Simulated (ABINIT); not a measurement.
Planning a run of ABINIT 10.8.3 on WS2 (Tungstenite). The input:

```
acell 3*1.0 Angstrom
rprim 
  3.153199999992 0.000000000002 0.000000000000
  -1.576599999998 2.730751303206 0.000000000000
  0.000000000000 0.000000000000 12.323000000000
ntypat 2
znucl 74 16
natom 6
typat 1 1 2 2 2 2
xred 
  0.333333333333 0.666666666667 0.250000000000
  0.666666666667 0.333333333333 0.750000000000
  0.333333333333 0.666666666667 0.622500000000
  0.666666666667 0.333333333333 0.122500000000
  0.333333333333 0.666666666667 0.877500000000
  0.666666666667 0.333333333333 0.377500000000
pp_dirpath "pseudos"
pseudos "W.upf, S.upf"
ecut 31
ngkpt 6 6 2
nshiftk 1
shiftk 0 0 0
kptopt 1
chksymbreak 0
nband 33
occopt 1
tolvrs 1e-10
nstep 60
prtwf 0
optforces 0
optstress 0
indata_prefix "in"
outdata_prefix "out"
tmpdata_prefix "tmp"
```

```sh
OMP_NUM_THREADS=1 mpirun -n 8 abinit run.abi > log
```

How long will it take on 8 MPI ranks of Arm Neoverse V2, shared host, and how much memory?

It took 21 s; on shared hardware allow 10 s to 42 s. Peak host memory was 0.68 GiB.

[Paths, hosts, dates, memory and timing lines, banners, echoed tables and standing remarks are left out of the program output.]

[Logs are printed without paths, hosts, clocks, repeated set-up lines and the standing remarks that a program may print on its own settings, such as how far it seeks lower states.]

[Runs of the session that timed out or met a known fault of the program may be left out.]

[No measured gap is set beside runs whose start may be inverted or whose files or cutoffs have a known fault.]

[Hosts, paths, dates, database ids (printed as entryN), source tags and the programs' standing remarks are cut or masked in the printed files.]

[G0W0 gaps are taken among the corrected bands and points alone; a level outside them can change the order at an edge.]

[Where Ansatz stands beside ABINIT at settings called matched, ABINIT's density can come from a denser mesh and the files from another edition; pairs whose starting gaps differed by over 0.03 eV were left out, so agreement reads better than it is.]
